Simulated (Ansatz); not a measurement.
Rows from a G0W0 calculation on KSrYWO6 (F-43m) (Ansatz 0.2.0; G0W0 on PBE+U, plane waves, PAW; PAW set soft_1; 4×4×4 mesh, 615 empty bands, screening to 150 eV, PAW set soft_1 files), in eV. Spin-orbit coupling is left out.

| row | k | band | start | Σx | Σc at the solution | Vxc |
| --- | --- | --- | --- | --- | --- | --- |
| A | Γ | c1 | 10.418 | -13.279 | -4.257 | -18.075 |
| B | (0.000, -0.500, -0.500) | v1 | 7.781 | -25.662 | 4.517 | -20.525 |
| C | Γ | v1 | 7.824 | -25.776 | 4.521 | -20.641 |
| D | (0.000, -0.500, -0.500) | c1 | 10.378 | -13.294 | -4.409 | -18.220 |
| E | (0.000, -0.500, -0.500) | v2 | 7.099 | -26.050 | 4.430 | -20.931 |
| F | (0.000, -0.500, -0.500) | c2 | 11.762 | -16.724 | -4.500 | -21.960 |

Q: Give the quasiparticle energies and the shift of each level.

The quasiparticle equation reads E = start + Σx + Σc(E) − Vxc.

| row | E (eV) | shift (eV) |
| --- | --- | --- |
| A | 10.957 | +0.539 |
| B | 7.161 | −0.620 |
| C | 7.209 | −0.615 |
| D | 10.895 | +0.517 |
| E | 6.410 | −0.689 |
| F | 12.499 | +0.737 |

Limits: not at the basis limit; no spin-orbit coupling.

[Runs of the session that timed out or met a known fault of the program may be left out.]

[Cells called generated may have been cut or substituted from an entry of the Crystallography Open Database or the Materials Project.]

[Hosts, paths, dates, database ids (printed as entryN), source tags and the programs' standing remarks are cut or masked in the printed files.]
